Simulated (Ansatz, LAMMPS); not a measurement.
# Relaxing amorphous 86SiO2-14P2O5 (mol %) (100 atoms), part 4 of 4

How does amorphous 86SiO2-14P2O5 (mol %) (100 atoms) relax, and what do bonds, charges and levels look like afterwards?

Ansatz 0.2.0; Kohn-Sham DFT, PBE, PAW (set soft_2), plane waves.

The cell: 24 Si, 8 P and 68 O. The quench rate of 50 K/ps is orders of magnitude faster than experiment. The network of bonds at the start is that of the classical potential that made the cell. Sampling is at Γ alone, for a cell whose shortest periodic width is 11 Å.

So far. Step 4 (Cell and atoms relaxed): The relaxation changed the energy by -58.2 meV/atom, and atoms moved by 0.30 Å r.m.s., 0.86 Å at most.

### Step 7. Functional HSE06

HSE06 mixes in a quarter of exact exchange at short range, which counters self-interaction, at a higher cost.

This step: Kohn-Sham DFT, HSE06, PAW (set soft_2), plane waves (Ansatz 0.2.0).

Input file input.yaml:

```yaml
crystal:
  lattice:
    - [11.20198, 0.03087, -0.11257]
    - [0.03087, 11.1476, -0.02202]
    - [-0.11257, -0.02202, 11.25805]
  atoms:
    [... the 100 atom lines of step 6 ...]
kpoints:
  mp_grid: { grid: [1, 1, 1] }
hamiltonian:
  xc: hse06
scf:
  occupations: { method: fermi_dirac, width: 0.025 }
output:
  forces: true
  stress: true
  populations: true
  dos:
    method: { smearing: { sigma: 0.08 } }
    de: 0.05
    projected: { site_lists: { O: [O], P: [P], Si: [Si] } }
  eigenvalues: true
```

The run is started by

```
> ansatz run input.yaml --threads 4 --pin off --max-ram 8192MiB --backend cpu --events-out ev --progress --plain --runs-dir out
```

Numbers of over 12 decimals in the logs are rounded to 6 here.

Output:

```text
Warning: output.stress: scf.convergence.dr2_threshold = 1e-7 eV (the SCF's general default) is looser than the 1.6e-9 eV advised for a printed stress (1e-10 eV for each atom of the cell: 100, of which 16 are counted). What an SCF threshold leaves in a stress goes as its square root, and in the free energy as the threshold itself, and one threshold admits the most on a small cell: [...]
Warning: output.stress: scf.exx.energy_threshold = 1e-6 eV is looser than the 1.6e-7 eV advised for a stress under a hybrid functional (1e-8 eV for each atom of the cell: 100, of which 16 are counted). Every SCF of the exchange loop can meet its threshold on dr2 while the loop round them stops early: [...]
exact exchange: scf.exx.singularity resolves to wigner_seitz, which cuts the screened interaction at the faces of the exchange supercell's Wigner-Seitz cell, so that each pair interacts once, at the shortest of its separations (the periodic images that this leaves out come, [...]
[...]
Crystal: 100 atoms, lattice volume = 1405.694 Å³
Basis set: ecut = 420 eV, 27507 PW (Γ), exchange–correlation on 150×150×160 points (8 copies of the dense FFT grid, shifted against one another)
Bands: 372, of which v1, the nominal top of the filled ones, is band 272 counted from 1 (271 counted from 0)
Symmetry: 1 space group operations
[...]
k-points: 1
[...]
SCF iter   1: F=—  HF=-59973.672802 eV  |F-HF|=—  |Δ(HF+E_count)|=         —  Δρ=2.63e-3  dr2=1.37e-1  ethr=1.77e-3  ⟨swp⟩=15.0  Hψ=2223  notcnv=0
[...]
SCF iter   4: F=-59973.667860 eV  HF=-59973.668209 eV  |F-HF|=3.49e-4  |Δ(HF+E_count)|=   2.28e-3  Δρ=3.95e-4  dr2=1.45e-3  ethr=9.09e-7  ⟨swp⟩=6.0  Hψ=818  notcnv=0  defer=2
SCF 1 stopped early in 4 iterations: F = -59973.667860 eV  dr2 = 1.45e-3
[...]
Exchange kernel: α = 0.2500, screened, ω = 0.2079 Å⁻¹, Wigner–Seitz truncation, v(0) = 955.2568 eV·Å³, q-mesh 1×1×1, nearest image of the exchange supercell L = 11.15 Å, pair-density grid 54×54×54, without the augmentation charges, whose exchange is taken in its separable form (sized by the pseudopotential files, [...]
Frozen-core exchange: fock
SCF iter   1: F=—  HF=-59982.540927 eV  |F-HF|=—  |Δ(HF+E_count)|=         —  Δρ=7.13e-3  dr2=6.10e-1  ethr=2.66e-6  ⟨swp⟩=13.0  Hψ=1981  notcnv=0
[...]
SCF iter   6: F=—  HF=-59982.500341 eV  |F-HF|=—  |Δ(HF+E_count)|=   4.91e-4  Δρ=1.72e-4  dr2=4.47e-4  ethr=2.86e-7  ⟨swp⟩=5.0  Hψ=815  notcnv=0
SCF iter   7: F=-59982.500214 eV  HF=-59982.500226 eV  |F-HF|=1.26e-5  |Δ(HF+E_count)|=   1.14e-4  Δρ=3.53e-5  dr2=1.87e-5  ethr=7.15e-8  ⟨swp⟩=4.0  Hψ=686  notcnv=0
SCF 2 stopped early in 7 iterations: F = -59982.500214 eV  dr2 = 1.87e-5
  Residual-converged pass: ⟨swp⟩=4.0  Hψ=1121  notcnv=0  max |occ|·‖R‖ = 5.3e-6 eV (tolerance 6.7e-6 eV)  dr2=1.80e-5  dr2_onsite=7.64e-7  max |Δocc| = 0.0e0
[...]
hybrid outer 1: dexx = +2.055e-1 eV, tail = 2.23e-4 eV
[...]
Frozen-core exchange: fock
SCF iter   1: F=—  HF=-59982.497558 eV  |F-HF|=—  |Δ(HF+E_count)|=         —  Δρ=3.40e-5  dr2=1.08e-5  ethr=2.05e-7  ⟨swp⟩=17.0  Hψ=1232  notcnv=0
[...]
SCF iter   5: F=-59982.497560 eV  HF=-59982.497560 eV  |F-HF|=1.53e-9  |Δ(HF+E_count)|=   1.99e-9  Δρ=5.45e-7  dr2=4.43e-9  ethr=2.73e-12  ⟨swp⟩=6.0  Hψ=919  notcnv=0  defer=13
SCF 3 converged in 5 iterations: F = -59982.497560 eV  dr2 = 4.43e-9
[...]
hybrid outer 2: dexx = +3.267e-6 eV, tail = 4.15e-8 eV, Δε = 8.81e-4 eV (about 1.24e-5 eV left of the loop's levels), ΔF = 9.84e-3 eV/Å (tail 6.64e-4)
hybrid SCF converged: 2 outer / 12 inner (+4 warm-up), last move |dexx| = 3.27e-6 eV, tail = 4.15e-8 eV
Stability not checked: this state was not tested for a lower state beside it, because the functional holds exact exchange (a hybrid, or Hartree-Fock), whose exchange loop this test does not read (fock_operator; see scf.lower_state_search)
Free energy (F): -59982.497560 eV
Frozen-core exchange: fock
[...]
Internal energy: -59982.497560 eV  (E = F + TS)
E sigma→0 (E₀):  -59982.497560 eV
Fermi energy:    4.613234 eV
[...]
Σ components = -59982.497560   (vs F -59982.497560, Δ=-7.28e-12)
--- Forces (eV/Å), atoms counted from 1 ---
  atom   1  Si     0.01169200    -0.03279407     0.03120841
  atom   2  Si     0.00278381     0.00291129    -0.01177374
  atom   3  Si     0.05005414     0.07539029    -0.00587447
  atom   4  Si    -0.04582119    -0.00200120    -0.00850386
[...]
atom 100  O     -0.12257070     0.02881685    -0.06913177
  max |Σ_I F_I| component: 3.38e-4 eV/Å
--- Stress (GPa, compression-positive) ---
       -5.202485       0.086709      -0.000704
        0.086712      -5.166807      -0.023572
       -0.000701      -0.023571      -5.479640
  P = ⅓ Tr σ = -5.2830 GPa (-52.830 kbar)
--- Band table (eV) ---
[...]
--- Löwdin populations: 100 sites ---
  site symbol       q [e]
     0     Si      2.1280
     1     Si      2.1443
     2     Si      2.1322
[...]
99      O      6.8116
  spilling = 0.015289 (of n_electrons = 544.000000)
```

Run time: 5.9 min. Hardware: 4 threads of Arm Neoverse V1, shared host; peak memory 4.3 GiB.

The program notes that the exchange threshold is loose for the stress and the SCF threshold is loose for the stress.

Geometry and reference: those of the single point at the relaxed geometry.

Forces differ from those of the single point at the relaxed geometry by 252 meV/Å r.m.s.; the pressure by -5.3 GPa and the gap by +1.8 eV. It took 5.9 min and 16 cycles; the reference's time can't be set against it, since the two runs asked for unlike analyses.

Numbers from this run:

| Quantity | Value |
| --- | --- |
| free energy | -59982.4976 eV |
| free energy per atom | -599.8250 eV/atom |
| SCF cycles | 16 |
| pressure | -5.283 GPa |
| r.m.s. force component | 0.2518 eV/Å |
| longest force | 1.114 eV/Å |
| Fermi energy | 4.613 eV |
| gap (highest filled to lowest empty level) | 5.709 eV |
| spilling of the projection | 0.01529 |

Length of the force by element and coordination:

```tsv
element	coordination	atoms	mean length of the force (eV/Å)	spread	least	most
O	all	68	0.460	0.257	0.0097	1.11
O	1	7	1.06	0.0599	0.964	1.11
O	2	61	0.390	0.163	0.0097	0.741
P	all	8	0.0859	0.0224	0.0471	0.111
Si	all	24	0.0644	0.0211	0.0124	0.106
Si	4	23	0.0638	0.0214	0.0124	0.106
Si	5	1	0.0778	0	0.0778	0.0778
```

Löwdin charges by element and coordination (they lack the spilled electrons, 0.083 e an atom on average):

```tsv
element	coordination	atoms	mean charge (e)	spread	least	most
O	all	68	-0.803	0.0238	-0.885	-0.739
O	1	7	-0.835	0.0267	-0.885	-0.806
O	2	61	-0.799	0.0204	-0.831	-0.739
P	all	8	2.27	0.0496	2.18	2.36
Si	all	24	1.87	0.0168	1.80	1.89
Si	4	23	1.87	0.0113	1.85	1.89
Si	5	1	1.80	0	1.80	1.80
```

Density of states as counts of states in windows of 1 eV (from the Fermi level), total and the larger projections:

```tsv
from (eV)	to (eV)	total	O p	Si p
-18	-16	0.0	0.0	0.0
-16	-15	3.2	2.0	0.1
-15	-14	12.3	7.9	0.4
-14	-13	13.0	8.7	0.5
-13	-12	18.1	12.5	1.3
-12	-11	21.5	15.6	2.2
-11	-10	32.7	24.8	5.3
-10	-9	26.6	20.9	3.9
-9	-8	27.9	23.1	1.4
-8	-7	56.8	49.8	2.7
-7	-6	77.3	71.4	2.1
-6	-5	65.5	62.2	0.9
-5	-4	38.8	37.1	0.2
-4	-3	12.1	11.4	0.0
-3	-2	2.0	1.9	0.0
-2	2	0.0	0.0	0.0
2	3	2.0	0.1	0.0
3	4	0.0	0.0	0.0
4	5	13.0	1.1	2.9
```

Between -26 and -18 eV lie 125 more states.

The levels nearest the highest filled one (over half full), pooled over k-points and spins:

```tsv
level less the highest filled one (eV)	occupation
-1.00	2
-0.854	2
-0.769	2
-0.518	2
-0.357	2
0	2
5.71	0
7.20	0
7.28	0
7.42	0
7.47	0
7.55	0
```

### Step 8. Functional r2SCAN (500 eV)

The meta-GGA r2SCAN uses the kinetic energy density as well as the density and its gradient. Besides, the cutoff goes from 420 to 500 eV.

This step: Kohn-Sham DFT, r2SCAN, PAW (set soft_2), plane waves (Ansatz 0.2.0).

Edit input.yaml of step 7 so:

```diff
@@ -10,3 +10,3 @@
 hamiltonian:
-  xc: hse06
+  xc: r2scan
 scf:
```

Output:

```text
[...]
Crystal: 100 atoms, lattice volume = 1405.694 Å³
Basis set: ecut = 500 eV, 35719 PW (Γ), exchange–correlation on 360×360×360 points (64 copies of the dense FFT grid, shifted against one another)
Bands: 372, of which v1, the nominal top of the filled ones, is band 272 counted from 1 (271 counted from 0)
Symmetry: 1 space group operations
[...]
k-points: 1
[...]
SCF iter   1: F=—  HF=-60168.212531 eV  |F-HF|=—  |Δ(HF+E_count)|=         —  Δρ=7.98e-3  dr2=1.01e0  dr2_τ=8.82e0  ethr=1.77e-3  ⟨swp⟩=7.0  Hψ=1952  notcnv=0  defer=62
[...]
SCF iter   9: F=—  HF=-60170.618697 eV  |F-HF|=—  |Δ(HF+E_count)|=   1.10e-6  Δρ=3.72e-6  dr2=1.87e-7  dr2_τ=2.16e-8  ethr=2.40e-10  ⟨swp⟩=2.0  Hψ=546  notcnv=0  defer=93
SCF iter  10: F=-60170.618697 eV  HF=-60170.618697 eV  |F-HF|=3.46e-8  |Δ(HF+E_count)|=   1.64e-7  Δρ=1.59e-6  dr2=3.46e-8  dr2_τ=4.55e-9  ethr=1.84e-11  ⟨swp⟩=20.0  Hψ=2442  notcnv=0
SCF 1 converged in 10 iterations: F = -60170.618697 eV  dr2 = 3.46e-8
[...]
SCF converged after 10 iterations
Free energy (F): -60170.618697 eV
[...]
Internal energy: -60170.618697 eV  (E = F + TS)
E sigma→0 (E₀):  -60170.618697 eV
Fermi energy:    4.895236 eV
[...]
Σ components = -60170.618697   (vs F -60170.618697, Δ=0.00e0)
--- Forces (eV/Å), atoms counted from 1 ---
  atom   1  Si     0.02939207    -0.02710010     0.03035743
  atom   2  Si     0.02107797     0.00757694    -0.02092063
  atom   3  Si     0.04613072     0.08313636     0.00227149
  atom   4  Si    -0.04462074    -0.02186958    -0.03206034
[...]
atom 100  O     -0.09900752     0.01774003    -0.05203270
  max |Σ_I F_I| component: 8.24e-5 eV/Å
--- Stress (GPa, compression-positive) ---
       -4.977425       0.047854      -0.014787
        0.047854      -4.967602      -0.017923
       -0.014789      -0.017922      -5.206799
  P = ⅓ Tr σ = -5.0506 GPa (-50.506 kbar)
--- Band table (eV) ---
[...]
--- Löwdin populations: 100 sites ---
  site symbol       q [e]
     0     Si      2.1239
     1     Si      2.1391
     2     Si      2.1287
[...]
99      O      6.8151
  spilling = 0.015058 (of n_electrons = 544.000000)
```

Run time: 68 s. Hardware: 4 threads; peak memory 4.1 GiB.

Geometry and reference: those of the single point at the relaxed geometry.

Forces differ from those of the single point at the relaxed geometry by 190 meV/Å r.m.s.; the pressure by -5.0 GPa and the gap by +0.66 eV. It took 68 s and 10 cycles; the reference's time can't be set against it, since the two runs asked for unlike analyses.

### Step 9. Functional PBEsol

PBEsol restores the gradient expansion of exchange for slowly varying densities and usually gives shorter bonds in solids than PBE.

This step: Kohn-Sham DFT, PBEsol, PAW (set soft_2), plane waves (Ansatz 0.2.0).

Edit input.yaml of step 8 so:

```diff
@@ -10,3 +10,3 @@
 hamiltonian:
-  xc: r2scan
+  xc: pbesol
 scf:
```

Output:

```text
[...]
Crystal: 100 atoms, lattice volume = 1405.694 Å³
Basis set: ecut = 420 eV, 27507 PW (Γ), exchange–correlation on 150×150×160 points (8 copies of the dense FFT grid, shifted against one another)
Bands: 372, of which v1, the nominal top of the filled ones, is band 272 counted from 1 (271 counted from 0)
Symmetry: 1 space group operations
[...]
k-points: 1
[...]
SCF iter   1: F=—  HF=-59059.111560 eV  |F-HF|=—  |Δ(HF+E_count)|=         —  Δρ=1.13e-2  dr2=1.41e0  ethr=1.77e-3  ⟨swp⟩=8.0  Hψ=1957  notcnv=0  defer=67
[...]
SCF iter   9: F=—  HF=-59058.705675 eV  |F-HF|=—  |Δ(HF+E_count)|=   9.63e-7  Δρ=5.61e-6  dr2=3.69e-7  ethr=1.54e-10  ⟨swp⟩=3.0  Hψ=562  notcnv=0  defer=93
SCF iter  10: F=-59058.705675 eV  HF=-59058.705675 eV  |F-HF|=2.08e-8  |Δ(HF+E_count)|=   2.17e-8  Δρ=1.19e-6  dr2=2.08e-8  ethr=1.84e-11  ⟨swp⟩=16.0  Hψ=2775  notcnv=0
SCF 1 converged in 10 iterations: F = -59058.705675 eV  dr2 = 2.08e-8
[...]
SCF converged after 10 iterations
Free energy (F): -59058.705675 eV
[...]
Internal energy: -59058.705675 eV  (E = F + TS)
E sigma→0 (E₀):  -59058.705675 eV
Fermi energy:    4.869508 eV
[...]
Σ components = -59058.705675   (vs F -59058.705675, Δ=0.00e0)
--- Forces (eV/Å), atoms counted from 1 ---
  atom   1  Si    -0.00589926     0.00473327     0.01580963
  atom   2  Si    -0.03702893    -0.01394882     0.02558540
  atom   3  Si    -0.01201079     0.01051759    -0.01799812
  atom   4  Si    -0.02259387     0.00138648    -0.02567352
[...]
atom 100  O     -0.05352187    -0.00290511    -0.01448479
  max |Σ_I F_I| component: 3.76e-5 eV/Å
--- Stress (GPa, compression-positive) ---
       -2.557179       0.031347      -0.019627
        0.031348      -2.587946      -0.013746
       -0.019626      -0.013745      -2.691993
  P = ⅓ Tr σ = -2.6124 GPa (-26.124 kbar)
--- Band table (eV) ---
[...]
--- Löwdin populations: 100 sites ---
  site symbol       q [e]
     0     Si      2.2166
     1     Si      2.2341
     2     Si      2.2213
[...]
99      O      6.7658
  spilling = 0.015325 (of n_electrons = 544.000000)
```

Elapsed: 26 s, on 4 threads; peak memory 1.7 GiB.

Geometry and reference: those of the single point at the relaxed geometry.

Forces differ from those of the single point at the relaxed geometry by 67 meV/Å r.m.s.; the pressure by -2.6 GPa and the gap by -0.033 eV.

### Step 10. Cost against change

Differences are against the single point at the relaxed geometry (Kohn-Sham DFT, PBE, PAW (set soft_2), plane waves), whose r.m.s. force component is 0.00361 eV/Å. Times are for 4 threads of Arm Neoverse V1, shared host. The reference's time includes grids, which some other runs skip.

```tsv
run	Δ force, r.m.s. (meV/Å)	Δ pressure (GPa)	Δ gap (eV)	cycles	time	host memory (GiB)
reference	-	-	-	9	26 s	1.7
functional HSE06	252	-5.27	1.77	16	5.9 min	4.3
functional r2SCAN (500 eV)	190	-5.04	0.660	10	68 s	4.1
functional PBEsol	66.7	-2.60	-0.0325	10	26 s	1.7
```

### Step 11. Summary of results

```yaml
energy_change_in_the_relaxation: -58.21 meV/atom
r_m_s_displacement: 0.305 Å
largest_displacement: 0.865 Å
free_energy_per_atom: -599.7358 eV/atom
pressure: -0.01036 GPa
r_m_s_force_component: 0.00361 eV/Å
spacing_of_highest_filled_and_lowest_empty_level: 3.937 eV
wall_time_of_the_6_dft_runs: 14 min
```

Relaxation lowers the energy by 58.2 meV/atom and moves atoms by 0.30 Å r.m.s.; the r.m.s. force component goes from 0.99 to 0.0036 eV/Å. Displacements are taken in the final cell, so they leave out its strain. By the final cutoffs no bond was broken or made. The cell shrank by 5.1 % in volume. From the first step to the last the energy fell by 5.821 eV, across changes of basis, and the largest move was 0.86 Å (O94). The O-P bonds change most in mean length: from 1.530 Å (spread 0.026) to 1.555 Å (spread 0.056). With the cutoffs above, 90 % of O atoms have 2, all P atoms have 4 and 96 % of Si atoms have 4 bonded neighbours. 90 % of the oxygens bridge two formers (Si and P) and 10 % are non-bridging. Between filled and empty levels lie 3.94 eV (at Γ alone); a semilocal functional tends to put such gaps too low. In a disordered cell it changes from sample to sample, and tail or defect levels can set it.

Among the changes of functional, dispersion, potentials or spin set against this reference, functional HSE06 moves the forces most, by 252 meV/Å r.m.s. The gap changes by +1.77 eV with HSE06.

Caveats: The network of bonds at the start is that of the classical potential that made the cell; DFT moved the atoms only locally, and no bond changed.

[Logs are printed without paths, hosts, clocks, repeated set-up lines and the standing remarks that a program may print on its own settings, such as how far it seeks lower states.]

[Hosts, paths, dates, database ids (printed as entryN), source tags and the programs' standing remarks are cut or masked in the printed files.]
